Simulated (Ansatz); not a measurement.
# LiSc3 (built on the sites of a database entry of LiAl3): following an unstable mode, part 2 of 3

Which phase does LiSc3 (built on the sites of a database entry of LiAl3) fall into along its unstable mode, and how much energy does it gain?

Ansatz 0.2.0; DFT PBEsol, scalar-relativistic, plane waves, PAW.

So far, highest frequency on the path or at a solved wavevector (cm⁻¹): step 2 (response at finite wavevector) 320. Also lowest frequency on the path (cm⁻¹): step 2 -127.

The structure was built from a prototype and need not be the compound's stable phase.

## (4) The mode frozen in, largest atomic shift 0.6 Å

The atoms are moved along the unstable eigenvector, the largest shift by 0.6 Å, with the cell fixed.

The input, input.yaml:

```yaml
crystal:
  lattice:
    - [4.4755295906, 4.4755295906, 0.0]
    - [4.4755295906, 0.0, 4.4755295906]
    - [4.4755295906, 0.0, -4.4755295906]
  atoms:
    - { symbol: Li, position: [0.0, 0.5, 0.5] }
    - { symbol: Li, position: [0.0, 0.0, 0.0] }
    - { symbol: Sc, position: [0.5947963945, 0.4052036055, 0.4052036055] }
    - { symbol: Sc, position: [0.4052036055, 0.0947963945, 0.0947963945] }
    - { symbol: Sc, position: [0.0, 0.5473981973, -0.0473981973] }
    - { symbol: Sc, position: [0.0, -0.0473981973, 0.5473981973] }
    - { symbol: Sc, position: [0.5, 0.5473981973, -0.0473981973] }
    - { symbol: Sc, position: [0.5, -0.0473981973, 0.5473981973] }
kpoints:
  mp_grid: { grid: [8, 8, 8] }
hamiltonian:
  xc: pbesol
scf:
  occupations: { method: methfessel_paxton, width: 0.2 }
output:
  forces: true
  stress: true
  eigenvalues: true
```

Command:

```
ansatz run input.yaml --threads 4 --pin off --max-ram 14336MiB --backend cpu --events-out ev --progress --plain --runs-dir out
```

Numbers of over 12 decimals in the logs are rounded to 6 here.

The log of the run:

```text
[...]
Crystal: 8 atoms, lattice volume = 179.293 Å³
Basis set: ecut = 420 eV, 3479 PW (Γ), exchange–correlation on 90×90×90 points (8 copies of the dense FFT grid, shifted against one another)
Bands: 44, of which v1, the nominal top of the filled ones, is band 36 counted from 1 (35 counted from 0)
Symmetry: 8 space group operations
[...]
k-points: 95 of 512
[...]
k-point 0: bands = [... 32 lower, 7.3063, 7.4096, 7.4679, 7.5000, 7.9197, 7.9489, 8.3388, 8.3909, ... 4 higher]
  k-point 1: bands = [... 32 lower, 7.3258, 7.4429, 7.4521, 7.5272, 7.8605, 7.9148, 8.2566, 8.3628, ... 4 higher]
  k-point 2: bands = [... 32 lower, 7.3112, 7.3659, 7.4120, 7.4886, 7.8904, 7.9103, 8.1513, 8.4209, ... 4 higher]
  k-point 94: bands = [... 32 lower, 7.3250, 7.3250, 7.6957, 7.6957, 8.2901, 8.2901, 8.3856, 8.3856, ... 4 higher]
[key lines of the parts left out:]
SCF converged after 7 iterations
Free energy (F): -13072.985394 eV
Fermi energy:    7.812911 eV
P = ⅓ Tr σ = -1.5105 GPa (-15.105 kbar)
```

The job ended after 9.3 s (4 threads of Arm Neoverse V2, shared host; peak memory 0.88 GiB; 36 s of CPU time).

This step gave:

```
pressure                         : -1.511 GPa
energy from the undistorted cell : -81.67 meV/atom
```

The energy, extrapolated to zero smearing, is -81.67 meV/atom against the undistorted cell.

The run ends at a pressure of -1.51 GPa, with forces up to 0.20 eV/Å.

## (5) Energy along the mode, all amplitudes (two of the runs are shown above)

An imaginary frequency means negative curvature, so the energy should fall and then rise again as anharmonic terms take over.

Numbers from this step:

```
depth at the lowest point sampled  : 81.67 meV/atom
largest atomic shift at that point : 0.6 Å
```

Table of energy from the parent by largest atomic shift:

```tsv
largest atomic shift (Å)	energy from the parent (meV/atom)
0.000	0
0.040	-1.14
0.080	-4.44
0.140	-12.7
0.220	-27.9
0.320	-49.4
0.450	-73.7
0.600	-81.7
```

Displacement at unit largest shift by atom:

```tsv
atom	x (Å)	y (Å)	z (Å)	size
Li1	0.000	0.000	0.000	0.000
Li2	0.000	0.000	0.000	0.000
Sc3	-0.707	0.707	0.000	1.000
Sc4	0.707	-0.707	0.000	1.000
Sc5	0.000	0.000	0.707	0.707
Sc6	0.000	0.000	-0.707	0.707
Sc7	0.000	0.000	0.707	0.707
Sc8	0.000	0.000	-0.707	0.707
```

The lowest of the steps tried is the last one, at 0.6 Å, 81.7 meV/atom below the parent; the bottom of the well need not coincide with a step.

## (6) Relaxing from the distorted cell

Starting from the lowest point found, all atoms and the cell are let go, so that strain and other modes of the same symmetry can join in.

Edit input.yaml of step 4 so:

```diff
@@ -24 +24,6 @@
   eigenvalues: true
+relax:
+  adjacent_minimum: "off"
+  f_tol: 0.002
+  max_steps: 120
+  cell: { stress_tol: 0.03 }
```

The log of the run:

```text
[...]
Crystal: 8 atoms, lattice volume = 179.293 Å³
Basis set: ecut = 420 eV, 3479 PW (Γ), exchange–correlation on 90×90×90 points (8 copies of the dense FFT grid, shifted against one another)
Bands: 44, of which v1, the nominal top of the filled ones, is band 36 counted from 1 (35 counted from 0)
Symmetry: 8 space group operations
[...]
k-points: 95 of 512
[...]
SCF iter   1: F=—  HF=-13073.033190 eV  |F-HF|=—  |Δ(HF+E_count)|=         —  Δρ=7.54e-3  dr2=1.88e-1  ethr=1.77e-3  ⟨swp⟩=7.2  Hψ=18494  notcnv=0
[...]
SCF iter   7: F=-13072.985394 eV  HF=-13072.985394 eV  |F-HF|=2.34e-8  |Δ(HF+E_count)|=   9.70e-8  S|Δr|=    0.00e0  Δρ=3.31e-6  dr2=3.99e-8  ethr=1.39e-10  ⟨swp⟩=7.4  Hψ=15456  notcnv=0
SCF 1 converged in 7 iterations: F = -13072.985394 eV  dr2 = 3.99e-8
[...]
relax step   1: F+E_penalty+E_count = -13072.98539429 eV  Δ(F+E_penalty+E_count) = +0.000e0 eV  max|allowed force component| = 1.392e-1 eV/Å  Δτ_max = 0.0000 Å  P = -1.511 GPa  Ω = 179.293 Å³  (7 SCF iters, dr2 threshold 1.00e-7 eV, accepted)
Crystal: 8 atoms, lattice volume = 168.916 Å³
Basis set: ecut = 420 eV, 3311 PW (Γ), exchange–correlation on 90×90×90 points (8 copies of the dense FFT grid, shifted against one another)
[...]
SCF iter   6: F=-13073.031561 eV  HF=-13073.031561 eV  |F-HF|=4.36e-8  |Δ(HF+E_count)|=   2.38e-7  S|Δr|=    0.00e0  Δρ=6.01e-6  dr2=8.18e-8  ethr=1.11e-9  ⟨swp⟩=6.6  Hψ=15369  notcnv=0
SCF 2 converged in 6 iterations: F = -13073.031561 eV  dr2 = 8.18e-8
relax step   2: F+E_penalty+E_count = -13073.03156125 eV  Δ(F+E_penalty+E_count) = -4.617e-2 eV  max|allowed force component| = 9.082e-2 eV/Å  Δτ_max = 0.0699 Å  P = +1.548 GPa  Ω = 168.916 Å³  energy of the carried Pulay correction = +6.809e-4 eV  (6 SCF iters, dr2 threshold 8.00e-7 eV, accepted)
Crystal: 8 atoms, lattice volume = 173.397 Å³
Basis set: ecut = 420 eV, 3399 PW (Γ), exchange–correlation on 90×90×90 points (8 copies of the dense FFT grid, shifted against one another)
[...]
SCF iter   5: F=-13073.063704 eV  HF=-13073.063704 eV  |F-HF|=5.37e-8  |Δ(HF+E_count)|=   1.73e-7  S|Δr|=    0.00e0  Δρ=7.61e-6  dr2=9.32e-8  ethr=1.11e-9  ⟨swp⟩=6.3  Hψ=15409  notcnv=0
SCF 3 converged in 5 iterations: F = -13073.063704 eV  dr2 = 9.32e-8
relax step   3: F+E_penalty+E_count = -13073.06370368 eV  Δ(F+E_penalty+E_count) = -3.214e-2 eV  max|allowed force component| = 1.702e-2 eV/Å  Δτ_max = 0.0273 Å  P = +0.169 GPa  Ω = 173.397 Å³  energy of the carried Pulay correction = +3.796e-4 eV  (5 SCF iters, dr2 threshold 8.00e-7 eV, accepted)
[...]
relax step   4: F+E_penalty+E_count = -13073.06611865 eV  Δ(F+E_penalty+E_count) = -2.415e-3 eV  max|allowed force component| = 1.062e-2 eV/Å  Δτ_max = 0.0143 Å  P = +0.003 GPa  Ω = 174.127 Å³  energy of the carried Pulay correction = +3.316e-4 eV  (5 SCF iters, dr2 threshold 2.30e-7 eV, accepted)
[...]
relax step   5: F+E_penalty+E_count = -13073.06640417 eV  Δ(F+E_penalty+E_count) = -2.855e-4 eV  max|allowed force component| = 2.681e-2 eV/Å  Δτ_max = 0.0144 Å  P = -0.062 GPa  Ω = 174.529 Å³  energy of the carried Pulay correction = +3.052e-4 eV  (6 SCF iters, dr2 threshold 5.23e-8 eV, accepted)
[...]
relax step   6: F+E_penalty+E_count = -13073.06687029 eV  Δ(F+E_penalty+E_count) = -4.661e-4 eV  max|allowed force component| = 4.121e-3 eV/Å  Δτ_max = 0.0069 Å  P = +0.011 GPa  Ω = 174.214 Å³  energy of the carried Pulay correction = +3.259e-4 eV  (5 SCF iters, dr2 threshold 4.49e-8 eV, accepted)
[...]
relax step   7: F+E_penalty+E_count = -13073.06688020 eV  Δ(F+E_penalty+E_count) = -9.908e-6 eV  max|allowed force component| = 9.362e-4 eV/Å  Δτ_max = 0.0016 Å  P = -0.001 GPa  Ω = 174.263 Å³  energy of the carried Pulay correction = +3.227e-4 eV  (6 SCF iters, dr2 threshold 1.06e-9 eV, accepted)
[...]
SCF iter   5: F=-13073.066561 eV  HF=-13073.066561 eV  |F-HF|=1.82e-12  |Δ(HF+E_count)|=  2.18e-11  S|Δr|=    0.00e0  Δρ=5.18e-8  dr2=6.05e-12  ethr=1.00e-12  ⟨swp⟩=5.0  Hψ=15917  notcnv=0
SCF 8 converged in 5 iterations: F = -13073.066561 eV  dr2 = 6.05e-12
relax step   8: F+E_penalty+E_count = -13073.06656116 eV  Δ(F+E_penalty+E_count) = +3.190e-4 eV  max|allowed force component| = 9.396e-4 eV/Å  Δτ_max = 0.0000 Å  P = -0.001 GPa  Ω = 174.263 Å³  stress off target by 5.39e-3 GPa  SCF on the basis re-selected at this cell (its energy is not comparable with the rows above)  (5 SCF iters)
basis re-selected at this cell: Δ(F+E_penalty+E_count) = +3.190e-4 eV, ΔP = -0.000 GPa vs the last step (what re-selecting the basis moved, of the pressure what is left beyond the Pulay correction that the steps carried, after the strain that the cell walked since its last selection, with what the two solves' SCF thresholds leave and, on support functions, any second-order correction that the steps lacked; it is no m [...]
SCF converged after 5 iterations
[...]
Free energy (F): -13073.066561 eV
[...]
Internal energy: -13073.075092 eV  (E = F + TS)
E sigma→0 (E₀):  -13073.068694 eV
Entropy (-TS):   0.008530 eV (1.066 meV/atom)
Fermi energy:    8.138433 eV
[...]
--- Forces (eV/Å), atoms counted from 1 ---
  atom   1  Li    -0.00093956     0.00093956     0.00000000
  atom   2  Li     0.00093956    -0.00093956     0.00000000
  atom   3  Sc    -0.00039358     0.00039358     0.00000000
  atom   4  Sc     0.00039358    -0.00039358     0.00000000
  atom   5  Sc     0.00000000     0.00000000    -0.00028750
  atom   6  Sc     0.00000000     0.00000000     0.00028750
  atom   7  Sc    -0.00000000     0.00000000    -0.00028750
  atom   8  Sc    -0.00000000     0.00000000     0.00028750
  max |Σ_I F_I| component: 1.08e-18 eV/Å
--- Stress (GPa, compression-positive) ---
       -0.002030       0.003361       0.000000
        0.003361      -0.002030       0.000000
        0.000000       0.000000       0.000661
  P = ⅓ Tr σ = -0.0011 GPa (-0.011 kbar)
--- Band table (eV; the first three rows and the last of 95) ---
  k-point 0: bands = [... 32 lower, 7.6039, 7.6132, 7.7162, 7.8442, 8.2631, 8.2738, 8.5969, 8.6907, ... 4 higher]
  k-point 1: bands = [... 32 lower, 7.5820, 7.6228, 7.8005, 7.8511, 8.1998, 8.2349, 8.4839, 8.8498, ... 4 higher]
  k-point 2: bands = [... 32 lower, 7.5311, 7.5765, 7.7487, 7.8578, 8.1974, 8.2436, 8.4075, 8.9047, ... 4 higher]
  k-point 94: bands = [... 32 lower, 7.6768, 7.6768, 7.9530, 7.9530, 8.5644, 8.5644, 8.6445, 8.6445, ... 4 higher]
--- Relaxed structure (7 steps of the walk, 7 accepted, 1 SCFs on fresh bases) ---
  F+E_penalty+E_count = -13073.06656116 eV   max|allowed force component| = 9.396e-4 eV/Å   (the final SCF, on the basis selected at the relaxed cell)
  cell:  # Å, volume = 174.2630 Å³
    - [4.537963, 4.537963, 0.0]
    - [4.526657, 0.011306, 4.252287]
    - [4.526657, 0.011306, -4.252287]
  atoms:
    - { symbol: Li, position: [0.00471014, 0.495290, 0.495290] }
    - { symbol: Li, position: [-0.00471014, 0.00471014, 0.00471014] }
    - { symbol: Sc, position: [0.585728, 0.414272, 0.414272] }
    - { symbol: Sc, position: [0.414272, 0.085728, 0.085728] }
    - { symbol: Sc, position: [4.336808689942018e-19, 0.548792, -0.048792] }
    - { symbol: Sc, position: [4.336808689942018e-19, -0.048792, 0.548792] }
    - { symbol: Sc, position: [0.500000, 0.548792, -0.048792] }
    - { symbol: Sc, position: [0.500000, -0.048792, 0.548792] }
```

Run time: 78 s. Hardware: 4 threads; peak memory 0.94 GiB.

Step by step:

```tsv
step	energy less that of the first step (eV)	largest force component (eV/Å)	pressure (GPa)	volume (Å³)
1	0.0000	0.1392	-1.51	179.29
2	-0.0462	0.0908	1.55	168.92
3	-0.0783	0.0170	0.17	173.40
4	-0.0807	0.0106	0.00	174.13
5	-0.0810	0.0268	-0.06	174.53
6	-0.0815	0.0041	0.01	174.21
7	-0.0815	0.0009	0.00	174.26
8*	-0.0812	0.0009	0.00	174.26
```

Relaxation steps marked * repeat the geometry before them on a plane-wave basis chosen anew for their cell, so energy and pressure can jump there.

The run keeps the 8 symmetry operations that it works with, so distortions that break them were not tested.

```tsv
conventional cell, symmetrised	before	after	change
a (Å)	6.329	6.418	+1.4 %
b (Å)	8.951	8.505	-5.0 %
c (Å)	6.329	6.386	+0.9 %
volume (Å³/atom)	22.41	21.78	-2.8 %
```

The atoms that moved most (Å, as changes of fractional coordinates times the final cell):

```tsv
atom	dx	dy	dz	length
Sc3	0.041	-0.041	0.000	0.058
Sc4	-0.041	0.041	0.000	0.058
Li2	0.021	-0.021	0.000	0.030
Li1	-0.021	0.021	0.000	0.030
Sc6	0.000	0.000	-0.012	0.012
Sc5	0.000	0.000	0.012	0.012
Sc7	0.000	0.000	0.012	0.012
Sc8	0.000	0.000	-0.012	0.012
```

This step gave:

| Quantity | Value |
| --- | --- |
| pressure | -0.001133 GPa |
| volume per atom | 21.78 Å³ |

The distorted start has space group Imma; the relaxation ends in Imma.

## (7) The new phase in its own primitive cell

The relaxed structure is symmetrised, reduced to its primitive cell and relaxed tightly, as its phonons need.

The input, input.yaml:

```yaml
crystal:
  lattice:
    - [-3.2088246668, 4.2522865831, 3.1928357271]
    - [3.2088246668, -4.2522865831, 3.1928357271]
    - [3.2088246668, 4.2522865831, -3.1928357271]
  atoms:
    - { symbol: Li, position: [0.2452898593, 0.9952898593, 0.25] }
    - { symbol: Li, position: [0.7547101407, 0.0047101407, 0.75] }
    - { symbol: Sc, position: [0.1642718224, 0.4142718224, 0.75] }
    - { symbol: Sc, position: [0.8357281776, 0.5857281776, 0.25] }
    - { symbol: Sc, position: [0.7012083015, 0.0, 0.2012083015] }
    - { symbol: Sc, position: [0.2987916985, 0.0, 0.7987916985] }
    - { symbol: Sc, position: [0.7012083015, 0.5, 0.7012083015] }
    - { symbol: Sc, position: [0.2987916985, 0.5, 0.2987916985] }
kpoints:
  mp_grid: { grid: [8, 8, 8] }
hamiltonian:
  xc: pbesol
scf:
  occupations: { method: methfessel_paxton, width: 0.2 }
output:
  forces: true
  stress: true
  eigenvalues: true
relax:
  adjacent_minimum: "off"
  f_tol: 0.001
  max_steps: 60
  cell: { stress_tol: 0.01 }
```

The log of the run:

```text
[...]
Crystal: 8 atoms, lattice volume = 174.263 Å³
Basis set: ecut = 420 eV, 3415 PW (Γ), exchange–correlation on 90×90×90 points (8 copies of the dense FFT grid, shifted against one another)
Bands: 44, of which v1, the nominal top of the filled ones, is band 36 counted from 1 (35 counted from 0)
Symmetry: 8 space group operations
[...]
k-points: 95 of 512
[...]
- { symbol: Li, position: [0.245248, 0.995248, 0.250000] }
    - { symbol: Li, position: [0.754752, 0.00475183, 0.75] }
    - { symbol: Sc, position: [0.164273, 0.414273, 0.75] }
    - { symbol: Sc, position: [0.835727, 0.585727, 0.25] }
    - { symbol: Sc, position: [0.701210, 5.551115123125783e-17, 0.201210] }
    - { symbol: Sc, position: [0.298790, 5.551115123125783e-17, 0.798790] }
    - { symbol: Sc, position: [0.701210, 0.5, 0.701210] }
    - { symbol: Sc, position: [0.298790, 0.5, 0.298790] }
[key lines of the parts left out:]
SCF converged after 4 iterations
Free energy (F): -13073.066562 eV
Fermi energy:    8.138617 eV
P = ⅓ Tr σ = -0.0003 GPa (-0.003 kbar)
```

Wall time 36 s (4 threads); peak memory 0.93 GiB; 2.4 min of CPU time.

Little changed from the start: no atom moved by 0.005 Å and no cell edge by 0.1 %.

This step gave:

- pressure: -2.81e-4 GPa

The largest force component left is 0.11 meV/Å and the pressure is 0.000 GPa, within the tolerances set. The cell now holds 21.78 Å³/atom.

(Part 2 of 3 ends here.)

[Logs are printed without paths, hosts, clocks, repeated set-up lines and the standing remarks that a program may print on its own settings, such as how far it seeks lower states.]

[Hosts, paths, dates, database ids (printed as entryN), source tags and the programs' standing remarks are cut or masked in the printed files.]
